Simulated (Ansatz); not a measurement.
# Elastic response of glassy Ca3Al2Si3O12 (100 atoms), part 2 of 4

Aim: relax glassy Ca3Al2Si3O12 (100 atoms), then change its volume and shape to read moduli from the stress.

Ansatz 0.2.0; Kohn-Sham DFT, PBE, PAW (set soft_2), plane waves.

The cell: 10 Al, 15 Ca, 60 O and 15 Si. The quench rate of 20 K/ps far exceeds what a furnace or splat quench reaches. The starting topology of bonds comes from the classical model. Sampling is at Γ alone.

So far. Step 2 (Single point at the start): The r.m.s. force at the start is 1.3 eV/Å.

**3. Cell and atoms relaxed**

The cell is relaxed with the atoms, since the starting lattice needn't suit this functional.

input.yaml reads:

```yaml
crystal:
  lattice:
    - [10.88567, 0.0, 0.0]
    - [0.0, 10.88567, 0.0]
    - [0.0, 0.0, 10.88567]
  atoms:
    [... the 100 atom lines of step 2 ...]
kpoints:
  mp_grid: { grid: [1, 1, 1] }
hamiltonian:
  xc: pbe
scf:
  occupations: { method: fixed }
output:
  forces: true
relax:
  f_tol: 0.05
  max_steps: 150
  cell: {}
```

On the command line:

```sh
ansatz run input.yaml --threads 4 --pin off --max-ram 8192MiB --backend cpu --events-out ev --progress --plain --runs-dir out
```

Numbers of over 12 decimals in the logs are rounded to 6 here.

The log of the run:

```text
[...]
Crystal: 100 atoms, lattice volume = 1289.928 Å³
Basis set: ecut = 420 eV, 25269 PW (Γ), exchange–correlation on 150×150×150 points (8 copies of the dense FFT grid, shifted against one another)
Bands: 400, of which v1, the nominal top of the filled ones, is band 300 counted from 1 (299 counted from 0)
Symmetry: 1 space group operations
[...]
k-points: 1
[...]
SCF iter   1: F=—  HF=-76343.252831 eV  |F-HF|=—  |Δ(HF+E_count)|=         —  Δρ=2.23e-3  dr2=8.70e-2  ethr=1.77e-3  ⟨swp⟩=6.0  Hψ=1374  notcnv=0  defer=98
[...]
SCF iter   5: F=—  HF=-76343.259092 eV  |F-HF|=—  |Δ(HF+E_count)|=   3.92e-5  Δρ=1.00e-4  dr2=1.21e-4  ethr=8.03e-8  ⟨swp⟩=2.0  Hψ=488  notcnv=0  defer=90
[...]
SCF iter   9: F=—  HF=-76343.256435 eV  |F-HF|=—  |Δ(HF+E_count)|=   4.59e-7  Δρ=2.96e-6  dr2=1.06e-7  ethr=8.66e-11  ⟨swp⟩=2.0  Hψ=488  notcnv=0  defer=90
SCF iter  10: F=-76343.256436 eV  HF=-76343.256436 eV  |F-HF|=8.11e-9  |Δ(HF+E_count)|=   3.54e-8  Δρ=1.11e-6  dr2=1.44e-8  ethr=1.67e-11  ⟨swp⟩=4.0  Hψ=1043  notcnv=0
SCF 1 converged in 10 iterations: F = -76343.256436 eV  dr2 = 1.44e-8
[...]
relax step   1: F+E_penalty+E_count = -76343.25643552 eV  Δ(F+E_penalty+E_count) = +0.000e0 eV  max|allowed force component| = 4.083e0 eV/Å  Δτ_max = 0.0000 Å  P = +7.352 GPa  Ω = 1289.928 Å³  (10 SCF iters, dr2 threshold 1.00e-7 eV, accepted)
[... from here on, the SCF cycles and remarks between the steps are left out ...]
relax step   2: F+E_penalty+E_count = -76348.59377566 eV  Δ(F+E_penalty+E_count) = -5.337e0 eV  max|allowed force component| = 2.400e0 eV/Å  Δτ_max = 0.1971 Å  P = +4.268 GPa  Ω = 1293.937 Å³  energy of the carried Pulay correction = -1.324e-2 eV  (8 SCF iters, dr2 threshold 1.00e-5 eV, accepted)
relax step   3: F+E_penalty+E_count = -76351.22991754 eV  Δ(F+E_penalty+E_count) = -2.636e0 eV  max|allowed force component| = 1.067e0 eV/Å  Δτ_max = 0.2000 Å  P = +1.545 GPa  Ω = 1301.373 Å³  energy of the carried Pulay correction = -3.770e-2 eV  (8 SCF iters, dr2 threshold 1.00e-5 eV, accepted)
relax step   4: F+E_penalty+E_count = -76351.85323113 eV  Δ(F+E_penalty+E_count) = -6.233e-1 eV  max|allowed force component| = 5.545e-1 eV/Å  Δτ_max = 0.2000 Å  P = -0.132 GPa  Ω = 1310.120 Å³  energy of the carried Pulay correction = -6.630e-2 eV  (8 SCF iters, dr2 threshold 1.00e-5 eV, accepted)
relax step   5: F+E_penalty+E_count = -76352.02657678 eV  Δ(F+E_penalty+E_count) = -1.733e-1 eV  max|allowed force component| = 2.769e-1 eV/Å  Δτ_max = 0.2000 Å  P = -0.088 GPa  Ω = 1312.847 Å³  energy of the carried Pulay correction = -7.517e-2 eV  (7 SCF iters, dr2 threshold 1.00e-5 eV, accepted)
relax step   6: F+E_penalty+E_count = -76352.07711145 eV  Δ(F+E_penalty+E_count) = -5.053e-2 eV  max|allowed force component| = 2.289e-1 eV/Å  Δτ_max = 0.0381 Å  P = -0.078 GPa  Ω = 1314.172 Å³  energy of the carried Pulay correction = -7.948e-2 eV  (7 SCF iters, dr2 threshold 4.79e-6 eV, accepted)
relax step   7: F+E_penalty+E_count = -76352.19098433 eV  Δ(F+E_penalty+E_count) = -1.139e-1 eV  max|allowed force component| = 2.017e-1 eV/Å  Δτ_max = 0.2000 Å  P = -0.044 GPa  Ω = 1320.127 Å³  energy of the carried Pulay correction = -9.878e-2 eV  (8 SCF iters, dr2 threshold 3.28e-6 eV, accepted)
relax step   8: F+E_penalty+E_count = -76352.17893185 eV  Δ(F+E_penalty+E_count) = +1.205e-2 eV  max|allowed force component| = 3.847e-1 eV/Å  Δτ_max = 0.1973 Å  P = -0.224 GPa  Ω = 1326.903 Å³  energy of the carried Pulay correction = -1.206e-1 eV  (9 SCF iters, dr2 threshold 2.54e-6 eV, accepted)
relax step   9: F+E_penalty+E_count = -76352.25260984 eV  Δ(F+E_penalty+E_count) = -7.368e-2 eV  max|allowed force component| = 2.624e-1 eV/Å  Δτ_max = 0.2000 Å  P = +0.016 GPa  Ω = 1326.605 Å³  energy of the carried Pulay correction = -1.197e-1 eV  (7 SCF iters, dr2 threshold 9.25e-6 eV, accepted)
relax step  10: F+E_penalty+E_count = -76352.27213937 eV  Δ(F+E_penalty+E_count) = -1.953e-2 eV  max|allowed force component| = 1.722e-1 eV/Å  Δτ_max = 0.1591 Å  P = +0.052 GPa  Ω = 1323.226 Å³  energy of the carried Pulay correction = -1.088e-1 eV  (7 SCF iters, dr2 threshold 4.30e-6 eV, accepted)
relax step  11: F+E_penalty+E_count = -76352.24550478 eV  Δ(F+E_penalty+E_count) = +2.663e-2 eV  max|allowed force component| = 2.350e-1 eV/Å  Δτ_max = 0.2000 Å  P = -0.125 GPa  Ω = 1329.823 Å³  energy of the carried Pulay correction = -1.300e-1 eV  (9 SCF iters, dr2 threshold 1.85e-6 eV, rejected (line search))
relax step  12: F+E_penalty+E_count = -76352.28807241 eV  Δ(F+E_penalty+E_count) = -1.593e-2 eV  max|allowed force component| = 1.211e-1 eV/Å  Δτ_max = 0.0953 Å  P = +0.071 GPa  Ω = 1325.930 Å³  energy of the carried Pulay correction = -1.175e-1 eV  (12 SCF iters, accepted)
relax step  13: F+E_penalty+E_count = -76352.30112376 eV  Δ(F+E_penalty+E_count) = -1.305e-2 eV  max|allowed force component| = 9.513e-2 eV/Å  Δτ_max = 0.1000 Å  P = -0.010 GPa  Ω = 1328.718 Å³  energy of the carried Pulay correction = -1.265e-1 eV  (8 SCF iters, dr2 threshold 9.17e-7 eV, accepted)
[...]
relax step  16: F+E_penalty+E_count = -76352.49034313 eV  Δ(F+E_penalty+E_count) = -1.365e-1 eV  max|allowed force component| = 3.061e-1 eV/Å  Δτ_max = 0.2000 Å  P = -0.177 GPa  Ω = 1334.849 Å³  energy of the carried Pulay correction = -1.461e-1 eV  (7 SCF iters, dr2 threshold 7.30e-6 eV, accepted)
relax step  17: F+E_penalty+E_count = -76352.60815366 eV  Δ(F+E_penalty+E_count) = -1.178e-1 eV  max|allowed force component| = 1.729e-1 eV/Å  Δτ_max = 0.2000 Å  P = -0.087 GPa  Ω = 1336.156 Å³  energy of the carried Pulay correction = -1.503e-1 eV  (7 SCF iters, dr2 threshold 5.85e-6 eV, accepted)
relax step  18: F+E_penalty+E_count = -76352.65660680 eV  Δ(F+E_penalty+E_count) = -4.845e-2 eV  max|allowed force component| = 3.859e-1 eV/Å  Δτ_max = 0.1932 Å  P = -0.028 GPa  Ω = 1338.406 Å³  energy of the carried Pulay correction = -1.575e-1 eV  (8 SCF iters, dr2 threshold 1.87e-6 eV, accepted)
relax step  19: F+E_penalty+E_count = -76352.68470742 eV  Δ(F+E_penalty+E_count) = -2.810e-2 eV  max|allowed force component| = 2.670e-1 eV/Å  Δτ_max = 0.2000 Å  P = +0.114 GPa  Ω = 1342.806 Å³  energy of the carried Pulay correction = -1.715e-1 eV  (7 SCF iters, dr2 threshold 9.31e-6 eV, accepted)
relax step  20: F+E_penalty+E_count = -76352.68519461 eV  Δ(F+E_penalty+E_count) = -4.872e-4 eV  max|allowed force component| = 2.383e-1 eV/Å  Δτ_max = 0.0600 Å  P = +0.025 GPa  Ω = 1345.291 Å³  energy of the carried Pulay correction = -1.794e-1 eV  (7 SCF iters, dr2 threshold 4.46e-6 eV, accepted)
relax step  21: F+E_penalty+E_count = -76352.70327015 eV  Δ(F+E_penalty+E_count) = -1.808e-2 eV  max|allowed force component| = 1.738e-1 eV/Å  Δτ_max = 0.0375 Å  P = -0.155 GPa  Ω = 1344.985 Å³  energy of the carried Pulay correction = -1.784e-1 eV  (7 SCF iters, dr2 threshold 3.55e-6 eV, accepted)
relax step  22: F+E_penalty+E_count = -76352.71112288 eV  Δ(F+E_penalty+E_count) = -7.853e-3 eV  max|allowed force component| = 2.179e-1 eV/Å  Δτ_max = 0.0983 Å  P = +0.027 GPa  Ω = 1346.043 Å³  energy of the carried Pulay correction = -1.817e-1 eV  (8 SCF iters, dr2 threshold 1.89e-6 eV, accepted)
relax step  23: F+E_penalty+E_count = -76352.72136391 eV  Δ(F+E_penalty+E_count) = -1.024e-2 eV  max|allowed force component| = 5.384e-2 eV/Å  Δτ_max = 0.0256 Å  P = +0.010 GPa  Ω = 1346.124 Å³  energy of the carried Pulay correction = -1.820e-1 eV  (7 SCF iters, dr2 threshold 2.97e-6 eV, accepted)
relax step  24: F+E_penalty+E_count = -76352.72300127 eV  Δ(F+E_penalty+E_count) = -1.637e-3 eV  max|allowed force component| = 7.054e-2 eV/Å  Δτ_max = 0.0360 Å  P = +0.005 GPa  Ω = 1346.628 Å³  energy of the carried Pulay correction = -1.836e-1 eV  (8 SCF iters, dr2 threshold 1.81e-7 eV, accepted)
relax step  25: F+E_penalty+E_count = -76352.72406532 eV  Δ(F+E_penalty+E_count) = -1.064e-3 eV  max|allowed force component| = 2.411e-2 eV/Å  Δτ_max = 0.0301 Å  P = -0.006 GPa  Ω = 1346.533 Å³  energy of the carried Pulay correction = -1.833e-1 eV  (7 SCF iters, dr2 threshold 3.11e-7 eV, accepted)
relax step  26: F+E_penalty+E_count = -76352.98335542 eV  Δ(F+E_penalty+E_count) = -2.593e-1 eV  max|allowed force component| = 2.445e-2 eV/Å  Δτ_max = 0.0000 Å  P = +0.328 GPa  Ω = 1346.533 Å³  stress off target by 4.48e-1 GPa  SCF on the basis re-selected at this cell (its energy is not comparable with the rows above)  (8 SCF iters)
relax step  27: F+E_penalty+E_count = -76352.90366658 eV  Δ(F+E_penalty+E_count) = +7.969e-2 eV  max|allowed force component| = 2.324e-1 eV/Å  Δτ_max = 0.1974 Å  P = -0.250 GPa  Ω = 1358.825 Å³  energy of the carried Pulay correction = -4.015e-2 eV  (9 SCF iters, dr2 threshold 5.01e-7 eV, rejected (line search))
relax step  28: F+E_penalty+E_count = -76352.97082402 eV  Δ(F+E_penalty+E_count) = +1.253e-2 eV  max|allowed force component| = 4.191e-2 eV/Å  Δτ_max = 0.0611 Å  P = -0.024 GPa  Ω = 1353.930 Å³  energy of the carried Pulay correction = -2.398e-2 eV  (12 SCF iters, accepted)
relax step  29: F+E_penalty+E_count = -76352.97443806 eV  Δ(F+E_penalty+E_count) = -3.614e-3 eV  max|allowed force component| = 1.491e-2 eV/Å  Δτ_max = 0.0377 Å  P = +0.009 GPa  Ω = 1353.600 Å³  energy of the carried Pulay correction = -2.288e-2 eV  (10 SCF iters, dr2 threshold 7.04e-9 eV, accepted)
relax step  30: F+E_penalty+E_count = -76352.99750026 eV  Δ(F+E_penalty+E_count) = -2.306e-2 eV  max|allowed force component| = 1.492e-2 eV/Å  Δτ_max = 0.0000 Å  P = +0.021 GPa  Ω = 1353.600 Å³  stress off target by 4.21e-2 GPa  SCF on the basis re-selected at this cell (its energy is not comparable with the rows above)  (6 SCF iters)
[...]
SCF converged after 6 iterations
Free energy (F): -76352.997500 eV
[...]
Internal energy: -76352.997500 eV  (E = F + TS)
E sigma→0 (E₀):  -76352.997500 eV
Fermi energy:    4.719778 eV
[...]
Σ components = -76352.997500   (vs F -76352.997500, Δ=0.00e0)
--- Forces (eV/Å), atoms counted from 1 ---
  atom   1  Al     0.00740230    -0.00184061     0.01002513
  atom   2  Al    -0.00721908    -0.00489153     0.00109398
  atom   3  Al    -0.00052609     0.00732371    -0.00548140
  atom   4  Al     0.00265166    -0.00524243    -0.00279269
[...]
atom 100  Si     0.00068903     0.00481363    -0.00332259
  max |Σ_I F_I| component: 7.16e-5 eV/Å
--- Stress (GPa, compression-positive) ---
        0.017606       0.005601      -0.010136
        0.005601       0.039301       0.009136
       -0.010137       0.009138       0.007515
  P = ⅓ Tr σ = 0.0215 GPa (0.215 kbar)
--- Relaxed structure (28 steps of the walk, 26 accepted, 2 SCFs on fresh bases) ---
  F+E_penalty+E_count = -76352.99750026 eV   max|allowed force component| = 1.492e-2 eV/Å   (the final SCF, on the basis selected at the relaxed cell)
  cell:  # Å, volume = 1353.6002 Å³
    - [11.106356, 0.080274, -0.159683]
    - [0.080274, 11.156137, 0.084625]
    - [-0.159683, 0.084625, 10.928110]
  atoms:
    - { symbol: Al, position: [0.869849, 0.038466, 0.053317] }
    - { symbol: Al, position: [0.031527, 0.289977, 0.750561] }
    - { symbol: Al, position: [0.544564, 0.079282, 0.559699] }
    - { symbol: Al, position: [0.923058, 0.706223, 0.204064] }
[...]
- { symbol: Si, position: [0.626472, 0.726545, 0.138033] }
```

Run time: 5.2 min. Hardware: 4 threads of Arm Neoverse V2, shared host; peak memory 1.6 GiB.

The relaxation converged after 28 steps, with a largest force component of 0.015 eV/Å.

**4. Single point at the relaxed geometry**

One more single point at the end of the walk gives the fuller output and checks the residual forces.

input.yaml reads:

```yaml
crystal:
  lattice:
    - [11.10636, 0.08027, -0.15968]
    - [0.08027, 11.15614, 0.08462]
    - [-0.15968, 0.08462, 10.92811]
  atoms:
    - { symbol: Al, position: [0.86985, 0.03847, 0.05332] }
    - { symbol: Al, position: [0.03153, 0.28998, 0.75056] }
    - { symbol: Al, position: [0.54456, 0.07928, 0.5597] }
    - { symbol: Al, position: [0.92306, 0.70622, 0.20406] }
    - { symbol: Al, position: [0.16563, 0.02883, 0.71565] }
    - { symbol: Al, position: [0.21113, 0.7187, 0.43636] }
    [... 88 atom lines left out ...]
    - { symbol: Si, position: [0.65404, 0.29646, 0.21417] }
    - { symbol: Si, position: [0.71287, 0.87169, 0.47481] }
    - { symbol: Si, position: [0.20628, 0.68069, 0.13203] }
    - { symbol: Si, position: [0.97739, 0.84756, 0.45706] }
    - { symbol: Si, position: [0.98046, 0.87713, 0.86539] }
    - { symbol: Si, position: [0.62647, 0.72655, 0.13803] }
kpoints:
  mp_grid: { grid: [1, 1, 1] }
hamiltonian:
  xc: pbe
scf:
  occupations: { method: fixed }
output:
  forces: true
  stress: true
  populations: intrinsic
  dos:
    method: { smearing: { sigma: 0.15 } }
    de: 0.1
    projected: { site_lists: { Al: [Al], Ca: [Ca], O: [O], Si: [Si] } }
  eigenvalues: true
  write_density: true
  write_potential: true
  volumetric_format: npy
  elf: true
```

The log of the run:

```text
[...]
Crystal: 100 atoms, lattice volume = 1353.601 Å³
Basis set: ecut = 420 eV, 26493 PW (Γ), exchange–correlation on 150×150×150 points (8 copies of the dense FFT grid, shifted against one another)
Bands: 400, of which v1, the nominal top of the filled ones, is band 300 counted from 1 (299 counted from 0)
Symmetry: 1 space group operations
[...]
k-points: 1
[...]
SCF iter   1: F=—  HF=-76353.002798 eV  |F-HF|=—  |Δ(HF+E_count)|=         —  Δρ=2.04e-3  dr2=7.91e-2  ethr=1.77e-3  ⟨swp⟩=5.0  Hψ=1439  notcnv=0  defer=98
[...]
SCF iter   9: F=-76352.997490 eV  HF=-76352.997490 eV  |F-HF|=3.35e-8  |Δ(HF+E_count)|=   5.79e-7  Δρ=2.26e-6  dr2=7.28e-8  ethr=1.67e-11  ⟨swp⟩=20.0  Hψ=3938  notcnv=0
SCF 1 converged in 9 iterations: F = -76352.997490 eV  dr2 = 7.28e-8
[...]
SCF converged after 9 iterations
Free energy (F): -76352.997490 eV
[...]
Internal energy: -76352.997490 eV  (E = F + TS)
E sigma→0 (E₀):  -76352.997490 eV
Fermi energy:    4.719515 eV
[...]
--- Forces (eV/Å), atoms counted from 1 ---
  atom   1  Al     0.00776518    -0.00233207     0.00927816
  atom   2  Al    -0.00822173    -0.00543116     0.00284200
  atom   3  Al     0.00014250     0.00787892    -0.00655701
  atom   4  Al     0.00248982    -0.00427982    -0.00207552
  atom   5  Al    -0.00130840     0.00366513    -0.00537413
  atom   6  Al     0.00167337    -0.00610434     0.00188744
  atom   7  Al     0.00170328    -0.01292989    -0.01136147
  atom   8  Al     0.00315253     0.00529907    -0.00048732
  atom   9  Al    -0.00377815     0.00618582    -0.00783481
  atom  10  Al     0.00523985     0.00423018    -0.00413075
  atom  11  Ca    -0.00406002     0.00567957     0.00213319
  atom  12  Ca    -0.00315740     0.00008766     0.00471200
  atom  13  Ca     0.00492610     0.00520644     0.00264156
  atom  14  Ca    -0.00435134    -0.00051850     0.01005932
[...]
atom  99  Si     0.00636720    -0.00324258    -0.00668458
  atom 100  Si     0.00191106     0.00325022    -0.00106705
  max |Σ_I F_I| component: 7.91e-5 eV/Å
--- Stress (GPa, compression-positive) ---
        0.017557       0.004875      -0.009585
        0.004875       0.038510       0.008859
       -0.009586       0.008861       0.007447
  P = ⅓ Tr σ = 0.0212 GPa (0.212 kbar)
--- Band table (eV) ---
[...]
--- intrinsic populations: 100 sites ---
  site symbol       q [e]
     0     Al      1.6918
     1     Al      1.7802
     2     Al      1.7334
[...]
99     Si      2.4251
  spilling = 0.000000 (of n_electrons = 600.000000)
```

Run time: 20 s. Hardware: 4 threads; peak memory 1.8 GiB; 77 s of CPU time.

Read from the output:

| Item | Value |
| --- | --- |
| free energy | -76352.9975 eV |
| free energy per atom | -763.5300 eV/atom |
| SCF cycles | 9 |
| pressure | 0.02117 GPa |
| r.m.s. force component | 0.00438 eV/Å |
| longest force | 0.0173 eV/Å |
| Fermi energy | 4.72 eV |
| gap (highest filled to lowest empty level) | 3.814 eV |

**5. Volume -3 %**

The relaxed cell is scaled evenly and the atoms are relaxed again; the stress at the end gives one point of P(V).

input.yaml, the sections that differ from step 4:

```yaml
crystal:
  lattice:
    - [10.99417, 0.07946, -0.15807]
    - [0.07946, 11.04344, 0.08377]
    - [-0.15807, 0.08377, 10.81772]
  atoms:
    [... the 100 atom lines of step 4 ...]
output:
  forces: true
  eigenvalues: true
  stress: true
relax:
  f_tol: 0.05
  max_steps: 70
# kpoints, hamiltonian, scf: as in step 4
```

The log of the run:

```text
Warning: output.stress: scf.convergence.dr2_threshold = 1e-7 eV (the SCF's general default) is looser than the 1e-8 eV advised for a printed stress (1e-10 eV for each atom of the cell: 100). What an SCF threshold leaves in a stress goes as its square root, and in the free energy as the threshold itself, and one threshold admits the most on a small cell: [...]
[...]
Crystal: 100 atoms, lattice volume = 1312.993 Å³
Basis set: ecut = 420 eV, 25653 PW (Γ), exchange–correlation on 150×150×150 points (8 copies of the dense FFT grid, shifted against one another)
Bands: 400, of which v1, the nominal top of the filled ones, is band 300 counted from 1 (299 counted from 0)
Symmetry: 1 space group operations
[...]
k-points: 1
[...]
SCF iter   1: F=—  HF=-76352.422249 eV  |F-HF|=—  |Δ(HF+E_count)|=         —  Δρ=2.12e-3  dr2=8.18e-2  ethr=1.77e-3  ⟨swp⟩=5.0  Hψ=1439  notcnv=0  defer=98
[...]
SCF iter   5: F=—  HF=-76352.417194 eV  |F-HF|=—  |Δ(HF+E_count)|=   6.09e-5  Δρ=1.11e-4  dr2=1.55e-4  ethr=8.64e-8  ⟨swp⟩=2.0  Hψ=663  notcnv=0  defer=98
SCF iter   6: F=-76352.417218 eV  HF=-76352.417213 eV  |F-HF|=5.52e-6  |Δ(HF+E_count)|=   1.88e-5  Δρ=3.81e-5  dr2=1.98e-5  ethr=1.04e-8  ⟨swp⟩=17.0  Hψ=2800  notcnv=0
SCF 1 converged in 6 iterations: F = -76352.417218 eV  dr2 = 1.98e-5
[...]
relax step   1: F+E_penalty+E_count = -76352.41721804 eV  Δ(F+E_penalty+E_count) = +0.000e0 eV  max|allowed force component| = 5.017e-1 eV/Å  Δτ_max = 0.0000 Å  (6 SCF iters, dr2 threshold 6.25e-5 eV, accepted)
[...]
relax step   2: F+E_penalty+E_count = -76352.58737650 eV  Δ(F+E_penalty+E_count) = -1.702e-1 eV  max|allowed force component| = 2.885e-1 eV/Å  Δτ_max = 0.0417 Å  (6 SCF iters, dr2 threshold 1.57e-5 eV, accepted)
[...]
relax step   3: F+E_penalty+E_count = -76352.67689161 eV  Δ(F+E_penalty+E_count) = -8.952e-2 eV  max|allowed force component| = 1.236e-1 eV/Å  Δτ_max = 0.0369 Å  (7 SCF iters, dr2 threshold 5.20e-6 eV, accepted)
relax step   4: F+E_penalty+E_count = -76352.53545881 eV  Δ(F+E_penalty+E_count) = +1.414e-1 eV  max|allowed force component| = 6.581e-1 eV/Å  Δτ_max = 0.2000 Å  (9 SCF iters, dr2 threshold 2.80e-6 eV, rejected (line search))
relax step   5: F+E_penalty+E_count = -76352.71520817 eV  Δ(F+E_penalty+E_count) = -3.832e-2 eV  max|allowed force component| = 1.434e-1 eV/Å  Δτ_max = 0.0900 Å  (10 SCF iters, accepted)
relax step   6: F+E_penalty+E_count = -76352.71601275 eV  Δ(F+E_penalty+E_count) = -8.046e-4 eV  max|allowed force component| = 1.558e-1 eV/Å  Δτ_max = 0.1000 Å  (7 SCF iters, dr2 threshold 3.77e-6 eV, accepted)
relax step   7: F+E_penalty+E_count = -76352.72661934 eV  Δ(F+E_penalty+E_count) = -1.061e-2 eV  max|allowed force component| = 1.214e-1 eV/Å  Δτ_max = 0.0455 Å  (5 SCF iters, dr2 threshold 2.43e-5 eV, accepted)
relax step   8: F+E_penalty+E_count = -76352.73266586 eV  Δ(F+E_penalty+E_count) = -6.047e-3 eV  max|allowed force component| = 2.763e-2 eV/Å  Δτ_max = 0.0294 Å  (5 SCF iters, dr2 threshold 8.95e-6 eV, accepted)
[...]
relax step   9: F+E_penalty+E_count = -76352.73266776 eV  Δ(F+E_penalty+E_count) = -1.893e-6 eV  max|allowed force component| = 2.764e-2 eV/Å  Δτ_max = 0.0000 Å  (4 SCF iters, accepted)
SCF converged after 4 iterations
Free energy (F): -76352.732668 eV
[...]
Internal energy: -76352.732668 eV  (E = F + TS)
E sigma→0 (E₀):  -76352.732668 eV
Fermi energy:    5.008254 eV
[...]
Σ components = -76352.732668   (vs F -76352.732668, Δ=0.00e0)
--- Forces (eV/Å), atoms counted from 1 ---
  atom   1  Al    -0.01757070    -0.00346820    -0.00680689
  atom   2  Al    -0.00364540     0.00367041    -0.00061957
  atom   3  Al    -0.01046443    -0.02568647     0.01167580
  atom   4  Al    -0.00464867     0.00416384    -0.01037232
[...]
atom 100  Si    -0.00099080     0.01382953    -0.01458619
  max |Σ_I F_I| component: 2.17e-4 eV/Å
--- Stress (GPa, compression-positive) ---
        2.092040       0.025420      -0.118209
        0.025419       1.772907       0.179289
       -0.118208       0.179290       2.229408
  P = ⅓ Tr σ = 2.0315 GPa (20.315 kbar)
--- Band table (eV) ---
[...]
--- Relaxed structure (9 steps of the walk, 8 accepted, 0 SCFs on fresh bases) ---
  F+E_penalty+E_count = -76352.73266776 eV   max|allowed force component| = 2.764e-2 eV/Å
  atoms:
    - { symbol: Al, position: [0.868539, 0.035301, 0.054318] }
    - { symbol: Al, position: [0.031498, 0.298992, 0.749792] }
    - { symbol: Al, position: [0.545662, 0.077374, 0.560093] }
    - { symbol: Al, position: [0.925441, 0.708734, 0.205902] }
[...]
- { symbol: Si, position: [0.629345, 0.727749, 0.137972] }
```

It took 2 min on 4 threads; peak memory 1.7 GiB.

The program notes that the SCF threshold is loose for the stress.

The relaxation converged after 9 steps, 0.315 eV below its start, with a largest force component of 0.028 eV/Å.

Volume -3 %: the energy stands 0.265 eV above that of the reference, at a pressure of 2.03 GPa.

[end of part 2 of 4]

[Logs are printed without paths, hosts, clocks, repeated set-up lines and the standing remarks that a program may print on its own settings, such as how far it seeks lower states.]

[Hosts, paths, dates, database ids (printed as entryN), source tags and the programs' standing remarks are cut or masked in the printed files.]
